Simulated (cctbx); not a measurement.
## Diagnosing a refinement

Cell a = 7.2380 Å, b = 9.3630 Å, c = 4.7860 Å, α = 90.00°, β = 90.00°, γ = 90.00°; space group Ibam (no. 72).

The data are simulated with cctbx, not measured: Mo Kα, λ = 0.71073 Å, to d = 0.65 Å, 95 % of the full sphere, strongest reflection 20000 counts, noise from counting, a 6 % proportional error and a noise floor of 8 counts (s.d.); no absorption, and some extinction, which the refinements don't model.

An anisotropic refinement with weights 1/σ² prints:

```text
Rint 0.046, 348 unique reflections to 0.65 A
cycle     R1     wR2    GooF  max shift (A)
   1  0.0488  0.1426   4.471   0.06576
   4  0.0344  0.0817   2.564   0.00025
final R1 0.0344 wR2 0.0817 GooF 2.564  parameters 15  data/parameter 23.2
atom        x        y        z      Ueq    occ   su(xyz)  su(Uiso or U11)
Tb1    0.34228  0.14692  0.00000   0.0137  1.000  0.00005  0.0003
Fe1    0.00000  0.00000  0.75000   0.0232  1.000  0.00000  0.0009
B1     0.83370  0.92805  0.50000   0.0564  1.000  0.00311  0.0104
difference map: max 11.72 min -1.77 rms 0.67
Q1    0.1609  0.3702  0.0000    8   11.94  1.36 A from B1
Q2    0.1616  0.0851  0.5000    8    3.90  0.13 A from B1
Q3    0.1968  0.2650  0.0000    8    1.09  1.53 A from Tb1
Q4    0.2269  0.1821  0.5000    8    0.98  1.12 A from B1
Q5    0.0366  0.3426  0.0000    8    0.97  1.41 A from Tb1
Q6    0.1311  0.4638  0.0000    8    0.95  1.50 A from B1
```

Q: Accept it or mend it, and why?

Mend it. The fault: an atom left out, B at (0.6608, 0.8714, 1/2). Against the right model at the same level, R1 goes from 0.0158 to 0.0344 and GooF from 1.09 to 2.56 and the top difference peak, 11.9 e/Å³, lies 1.36 Å from B1. Q1 is the missing atom. With scattering power missing, scale and phases suffer, so peaks may also grow on the heavy atoms.

The compound is Tb2FeB4. The right model at the same level gives:

```text
Rint 0.046, 348 unique reflections to 0.65 A
cycle     R1     wR2    GooF  max shift (A)
   1  0.0370  0.1159   3.667   0.01587
   2  0.0158  0.0344   1.090   0.00040
final R1 0.0158 wR2 0.0344 GooF 1.090  parameters 21  data/parameter 16.6
atom        x        y        z      Ueq    occ   su(xyz)  su(Uiso or U11)
Tb1    0.34232  0.14693  0.00000   0.0137  1.000  0.00002  0.0001
Fe1    0.00000  0.00000  0.75000   0.0228  1.000  0.00000  0.0004
B1     0.83637  0.92117  0.50000   0.0329  1.000  0.00080  0.0028
B2     0.66222  0.87050  0.50000   0.0256  1.000  0.00072  0.0026
difference map: max 1.02 min -1.74 rms 0.32
Q1    0.1603  0.1535  0.0000    8    1.05  1.32 A from Tb1
Q2    0.1026  0.1187  0.2697   16    0.96  1.24 A from B1
Q3    0.0000  0.0000  0.0000    4    0.90  1.20 A from Fe1
Q4    0.2097  0.2522  0.0000    8    0.85  1.16 A from B2
Q5    0.0059  0.3080  0.0000    8    0.72  1.26 A from Tb1
Q6    0.0336  0.3701  0.0000    8    0.68  0.93 A from B2
```

Isotropic U is held between 0.0001 and 1 Å² by the program, and listed peak heights are interpolated, so they can pass the grid's maximum.

This is a model crystal, built by substitution and not relaxed, with assumed displacement parameters.

[Middle refinement cycles are left out of these outputs.]

[Logs are printed without paths, hosts, clocks, repeated set-up lines and the standing remarks that a program may print on its own settings, such as how far it seeks lower states.]
